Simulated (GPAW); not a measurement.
# Dielectric function and optical constants of WS2 (Tungstenite)

Wanted: where WS2 (Tungstenite) starts to absorb, how strongly, and its refractive index. The cell comes from an older database entry, whose edges can differ from later determinations, mostly by under a per cent.

Calculated with GPAW 26.7.0; DFT, PBE, plane-wave PAW (GPAW data sets), scalar-relativistic, RPA, optical limit.

The database entry behind the starting cell differs from later determinations by our own check (an axis about 1.4 % long against later determinations), so it need not match the best structure at ambient conditions.

## Step 1: Set-up

Symmetry: P6_3/mmc, No. 194, hexagonal system. Conventional cell: a = 3.180 Å, b = 3.180 Å, c = 12.500 Å, α = 90.00°, β = 90.00°, γ = 120.00°. W has 6 S at 2.41 Å nearest. Nearest to S lie 3 W at 2.41 Å. Farther neighbours and most contacts between anions are not listed.

As a file:

```
W S
1.0
     3.18000    0.00000    0.00000
    -1.59000    2.75396    0.00000
     0.00000    0.00000   12.50000
W S
2 4
Direct
  0.66667 0.33333 0.75000
  0.33333 0.66667 0.25000
  0.66667 0.33333 0.37500
  0.33333 0.66667 0.87500
  0.66667 0.33333 0.12500
  0.33333 0.66667 0.62500
```

## Step 2: Dielectric function, RPA

Local fields let the induced charge screen the field inside the cell, which as a rule lowers ε, most along directions where the density is uneven.

Contents of df.py:

```python
from gpaw.response.df import DielectricFunction

df = DielectricFunction('full.gpw', frequencies={'type': 'nonlinear', 'domega0': 0.03, 'omega2': 8},
                        ecut=50,
                        eta=0.15,
                        nbands=75,
                        txt='df.txt')
for direction in ['x', 'z']:
    df.get_dielectric_function(xc='RPA', direction=direction, filename=f'df_{direction}.csv')
```

Run with:

```console
OMP_NUM_THREADS=1 python df.py
```

Numbers of over 12 decimals in the logs are rounded to 6 here.

What it wrote:

```text
Using integrator: PointIntegrator
NonLinearFrequencyDescriptor(from 0.000 to 101.651 eV, 542 points)
Nonperiodic BCs:  [False False False]
Using integrator: PointIntegrator
NonLinearFrequencyDescriptor(from 0.000 to 101.651 eV, 542 points)
Nonperiodic BCs:  [False False False]

Calculating chi0 body with:
    Ground state adapter containing:
    Number of spins: 1
    Number of kpoints: 432
    Number of irreducible kpoints: 50
    Number of completely occupied states: 26
    Number of partially occupied states: 26

    Linear response parametrization:
    q_c: [0.0, 0.0, 0.0]
    Number of frequency points: 542
    Planewave cutoff: 50.0
    Number of bands: 75
    Number of planewaves: 81
    Broadening (eta): 0.15

Integrating chi0 body.

Symmetries of q_c:
    Direct symmetries (Uq -> q): 12
    Indirect symmetries (TUq -> q): 0
In total 12 allowed symmetries.

50 groups of equivalent kpoints. 88.425926% reduction.

Integral kind: spectral function

Calculating chi0 optical extensions with:
    Ground state adapter containing:
    Number of spins: 1
    Number of kpoints: 432
    Number of irreducible kpoints: 50
    Number of completely occupied states: 26
    Number of partially occupied states: 26

    Linear response parametrization:
    Number of frequency points: 542
    Planewave cutoff: 50.0
    Number of bands: 75
    Number of planewaves: 81
    Broadening (eta): 0.15
Integrating chi0 head and wings.

Symmetries of q_c:
    Direct symmetries (Uq -> q): 12
    Indirect symmetries (TUq -> q): 0
In total 12 allowed symmetries.

50 groups of equivalent kpoints. 88.425926% reduction.

Integral kind: spectral function wings
```

Wall time 56 s (1 thread of Intel Xeon Platinum 8375C at 2.90GHz (Ice Lake), shared host); peak memory 0.42 GiB.

Read-outs, printed or worked out from the files:

| Property | Result |
| --- | --- |
| electronic dielectric constant ε∞, mean over x, y and z (by symmetry where fewer were run) | 9.929 |
| main peak of Im epsilon, first axis | 3.336 eV |

Some rows of df_x.csv (energy; Re and Im without local fields; Re and Im with them):

```text
0.000000, 13.099007, -0.000000, 12.331234, -0.000000
0.429336, 13.284421, 0.134846, 12.498463, 0.121431
0.878195, 13.946662, 0.333630, 13.093117, 0.298266
1.347938, 15.539450, 0.840644, 14.507617, 0.738928
1.840057, 17.059534, 4.140078, 15.881959, 3.606161
2.356191, 21.430235, 10.707786, 19.996867, 8.436340
2.898142, 13.112986, 16.081790, 14.562671, 14.310694
3.467895, 6.295307, 14.132550, 7.120958, 15.294664
4.067647, 5.897526, 11.301645, 4.769114, 11.947020
4.699832, 2.772098, 13.607303, 2.003092, 12.973631
5.367152, -0.066111, 9.894118, -0.649072, 9.238953
6.072622, -0.423239, 9.616431, -0.451488, 8.711955
6.819608, -1.840396, 7.279811, -1.478452, 6.655030
7.611886, -1.965386, 5.370636, -2.027619, 5.228461
8.453705, -0.569807, 4.194363, -0.688195, 3.977012
9.349861, -0.157567, 4.336091, -0.486747, 4.011644
10.305790, -0.485405, 3.890950, -0.665837, 3.170377
11.327680, -1.310709, 4.304522, -0.948637, 3.545309
12.422601, -1.431036, 2.818836, -1.082784, 2.328587
13.598673, -1.530196, 2.238869, -1.105368, 1.873534
```

Values under the direct gap are tails of Lorentzian lines. Im ε against photon energy; read off at these points:

```
photon energy (eV)  E ∥ x   E ∥ z
              0.00      0       0
              0.50  0.144  0.0225
              1.00  0.369  0.0516
              1.50   1.14   0.102
              2.00   3.14   0.240
              2.50   11.3    1.31
              3.00   15.2    2.95
              3.34   15.7    2.89
              3.50   15.1    2.56
              4.00   11.9    2.24
              4.50   12.3    2.08
              4.65   13.2    1.90
              5.00   11.4    2.03
              5.50   8.36    1.97
              6.00   8.87    2.15
              6.50   7.47    2.35
              7.00   6.31    2.49
              7.50   5.64    2.89
              8.00   3.99    3.20
              8.50   4.03    3.59
              9.00   3.45    4.53
              9.50   3.82    5.19
             10.00   3.34    5.98
             10.50   3.08    5.09
             11.00   3.36    5.67
             11.50   3.18    7.44
             12.00   2.84    6.26
             12.50   2.32    4.08
             13.00   2.15    2.98
             13.50   2.02    2.31
```

Re ε against photon energy:

| photon energy (eV) | E ∥ x | E ∥ z |
| --- | --- | --- |
| 0.0 | 12.3 | 5.13 |
| 0.5 | 12.6 | 5.16 |
| 1.0 | 13.4 | 5.28 |
| 1.5 | 15.3 | 5.52 |
| 2.0 | 16.2 | 6.03 |
| 2.5 | 17.7 | 7.14 |
| 3.0 | 12.8 | 5.62 |
| 3.5 | 6.74 | 4.44 |
| 4.0 | 4.57 | 4.26 |
| 4.5 | 4.23 | 4.18 |
| 5.0 | 0.515 | 4.35 |
| 5.5 | -0.144 | 4.30 |
| 6.0 | -0.154 | 4.47 |
| 6.5 | -1.36 | 4.54 |
| 7.0 | -1.38 | 4.49 |
| 7.5 | -1.83 | 4.67 |
| 8.0 | -1.28 | 4.71 |
| 8.5 | -0.658 | 4.73 |
| 9.0 | -0.600 | 4.65 |
| 9.5 | -0.745 | 4.28 |
| 10.0 | -0.615 | 2.83 |
| 10.5 | -0.496 | 2.32 |
| 11.0 | -0.346 | 2.21 |
| 11.5 | -1.07 | 1.60 |
| 12.0 | -1.31 | -1.45 |
| 12.5 | -1.04 | -1.85 |
| 13.0 | -0.979 | -1.55 |
| 13.5 | -1.09 | -1.10 |

Values under the direct gap are tails of Lorentzian lines. The Im ε, E ∥ x by photon energy; read off at these points:

| photon energy (eV) | without local fields | with local fields |
| --- | --- | --- |
| 0.000 | 0 | 0 |
| 0.250 | 0.0758 | 0.0684 |
| 0.500 | 0.160 | 0.144 |
| 0.750 | 0.265 | 0.238 |
| 1.000 | 0.414 | 0.369 |
| 1.250 | 0.671 | 0.593 |
| 1.500 | 1.31 | 1.14 |
| 1.750 | 3.59 | 3.10 |
| 2.000 | 3.66 | 3.14 |
| 2.250 | 6.88 | 5.46 |
| 2.500 | 13.7 | 11.3 |
| 2.750 | 14.5 | 12.4 |
| 3.000 | 16.3 | 15.2 |
| 3.250 | 15.1 | 15.4 |
| 3.343 | 14.9 | 15.7 |
| 3.500 | 13.9 | 15.1 |
| 3.750 | 12.3 | 13.6 |
| 4.000 | 11.1 | 11.9 |
| 4.250 | 11.7 | 12.0 |
| 4.500 | 12.9 | 12.3 |
| 4.654 | 13.9 | 13.2 |
| 4.750 | 13.1 | 12.5 |
| 5.000 | 12.0 | 11.4 |
| 5.250 | 10.9 | 10.2 |
| 5.500 | 9.10 | 8.36 |
| 5.750 | 9.41 | 8.45 |
| 6.000 | 9.84 | 8.87 |
| 6.250 | 8.93 | 8.17 |
| 6.500 | 8.23 | 7.47 |
| 6.750 | 7.57 | 6.86 |
| 7.000 | 6.65 | 6.31 |
| 7.250 | 6.17 | 5.96 |
| 7.500 | 5.76 | 5.64 |
| 7.750 | 4.82 | 4.58 |
| 8.000 | 4.25 | 3.99 |
| 8.250 | 4.17 | 3.94 |
| 8.500 | 4.26 | 4.03 |
| 8.750 | 4.12 | 3.90 |
| 9.000 | 3.67 | 3.45 |
| 9.250 | 4.14 | 3.85 |
| 9.500 | 4.18 | 3.82 |
| 9.750 | 4.03 | 3.53 |
| 10.000 | 4.05 | 3.34 |
| 10.250 | 3.96 | 3.23 |
| 10.500 | 3.85 | 3.08 |
| 10.750 | 4.09 | 3.22 |
| 11.000 | 4.22 | 3.36 |
| 11.250 | 4.48 | 3.64 |
| 11.500 | 3.86 | 3.18 |
| 11.750 | 3.72 | 3.10 |
| 12.000 | 3.31 | 2.84 |
| 12.250 | 2.94 | 2.45 |
| 12.500 | 2.81 | 2.32 |
| 12.750 | 2.76 | 2.24 |
| 13.000 | 2.55 | 2.15 |
| 13.250 | 2.55 | 2.13 |
| 13.500 | 2.41 | 2.02 |
| 13.750 | 2.11 | 1.69 |

Refractive index n and extinction k against photon energy:

```csv
photon energy (eV),"n, E ∥ x","k, E ∥ x","n, E ∥ z","k, E ∥ z"
0.0,3.51,0,2.26,0
0.5,3.54,0.0203,2.27,0.00495
1.0,3.66,0.0505,2.30,0.0112
1.5,3.91,0.146,2.35,0.0217
2.0,4.04,0.388,2.46,0.0489
2.5,4.40,1.29,2.68,0.244
3.0,4.04,1.88,2.45,0.602
3.5,3.41,2.22,2.19,0.585
4.0,2.94,2.02,2.13,0.525
4.5,2.94,2.10,2.10,0.495
5.0,2.44,2.34,2.14,0.475
5.5,2.03,2.06,2.12,0.463
6.0,2.09,2.12,2.17,0.495
6.5,1.77,2.12,2.20,0.536
7.0,1.59,1.98,2.19,0.568
7.5,1.43,1.97,2.25,0.641
8.0,1.21,1.65,2.28,0.701
8.5,1.31,1.54,2.31,0.777
9.0,1.21,1.43,2.36,0.959
9.5,1.25,1.52,2.35,1.11
10.0,1.18,1.42,2.17,1.38
10.5,1.15,1.35,1.99,1.28
11.0,1.23,1.36,2.04,1.39
11.5,1.07,1.49,2.15,1.73
12.0,0.952,1.49,1.58,1.98
12.5,0.867,1.34,1.15,1.78
13.0,0.830,1.29,0.951,1.57
13.5,0.777,1.30,0.854,1.35
```

The reflectivity at normal incidence has structure finer than the step of the table below, so its rows give means over 0.5 eV, whole bins alone (the curve runs from 0 to 14.0 eV). Peaks (eV: height): E ∥ x 3.34: 44.4, 4.70: 43.9, 6.44: 41.8, 7.67: 42.4, 8.77: 34.5, 12.10: 37.0, 13.60: 36.9; E ∥ z 2.62: 21.9, 12.18: 42.5.

Reflectivity at normal incidence against photon energy; means over each step:

| photon energy (eV) | E ∥ x (%) | E ∥ z (%) |
| --- | --- | --- |
| 0.5 | 31.4 | 15.1 |
| 1.0 | 32.6 | 15.5 |
| 1.5 | 35.3 | 16.3 |
| 2.0 | 37.6 | 17.8 |
| 2.5 | 42.5 | 20.9 |
| 3.0 | 43.7 | 20.2 |
| 3.5 | 43.7 | 16.8 |
| 4.0 | 40.9 | 15.4 |
| 4.5 | 41.5 | 14.7 |
| 5.0 | 43.3 | 14.9 |
| 5.5 | 40.2 | 14.9 |
| 6.0 | 40.1 | 15.7 |
| 6.5 | 41.4 | 16.4 |
| 7.0 | 40.3 | 16.8 |
| 7.5 | 41.3 | 17.9 |
| 8.0 | 37.1 | 19.1 |
| 8.5 | 33.0 | 20.2 |
| 9.0 | 30.8 | 22.5 |
| 9.5 | 31.6 | 24.6 |
| 10.0 | 30.9 | 27.0 |
| 10.5 | 28.7 | 25.0 |
| 11.0 | 28.6 | 26.8 |
| 11.5 | 33.5 | 33.5 |
| 12.0 | 36.0 | 40.4 |
| 12.5 | 34.7 | 40.9 |
| 13.0 | 33.5 | 38.8 |
| 13.5 | 35.3 | 34.8 |

From ε follow the optical constants at some laser and lamp lines:

| wavelength (nm) | n x | k x | R (%) x | 1/α x | n z | k z | R (%) z | 1/α z |
| --- | --- | --- | --- | --- | --- | --- | --- | --- |
| 1550 | 3.60 | 0.036 | 31.9 | 3.4 µm | 2.29 | 0.008 | 15.3 | 15 µm |
| 1064 | 3.72 | 0.067 | 33.2 | 1.3 µm | 2.31 | 0.014 | 15.7 | 6.1 µm |
| 800 | 3.95 | 0.173 | 35.6 | 368 nm | 2.36 | 0.023 | 16.4 | 2.7 µm |
| 633 | 4.00 | 0.410 | 36.4 | 123 nm | 2.44 | 0.045 | 17.6 | 1.1 µm |
| 450 | 4.22 | 1.476 | 42.6 | 24 nm | 2.62 | 0.515 | 21.6 | 69 nm |
| 308 | 2.95 | 2.010 | 39.9 | 12 nm | 2.12 | 0.520 | 15.3 | 47 nm |
| 193 | 1.82 | 2.133 | 41.8 | 7.2 nm | 2.20 | 0.529 | 16.3 | 29 nm |

Below the direct gap, k and the depth come from the tails of the Lorentzian lines, not from transitions.

Rows near the edge hang on the gap, which this functional as a rule makes too small, and phonon-assisted absorption is left out.

## Step 3: What came out

| Property | Result |
| --- | --- |
| electronic dielectric constant ε∞, mean over x, y and z (by symmetry where fewer were run) (RPA) | 9.93 |
| main peak of Im epsilon, first axis | 3.34 eV |

At this level (PBE, RPA) WS2 has a mean ε∞ = 9.93 and n = 3.60 at 1550 nm (E ∥ x), and Im ε peaks at 3.3 eV (E ∥ x). Local fields change the static value along x from 13.10 to 12.33 (-6 %). Distinct maxima of Im ε, read by a parabola through the highest points, lie at 3.34 eV (16), 4.64 eV (13) and 5.96 eV (8.9) for E ∥ x. The static values by axis are 12.33 (x), 5.13 (z). Excitons and phonon-assisted transitions are missing; PBE gaps are as a rule too small, which pulls the onset down and ε∞ up. Spin-orbit coupling is left out although heavy atoms are present. The sum runs over mesh points, so small or evenly spaced maxima can still be ripples of the mesh. In this version of GPAW the matrix elements of the optical limit are incomplete, which can lower ε − 1 by up to a tenth where first-row anions or d states rule, and shift it by more in d metals.

[Machine, clock and banner lines and Python warnings are left out of the logs.]

[Logs are printed without paths, hosts, clocks, repeated set-up lines and the standing remarks that a program may print on its own settings, such as how far it seeks lower states.]

[Hosts, paths, dates, database ids (printed as entryN), source tags and the programs' standing remarks are cut or masked in the printed files.]
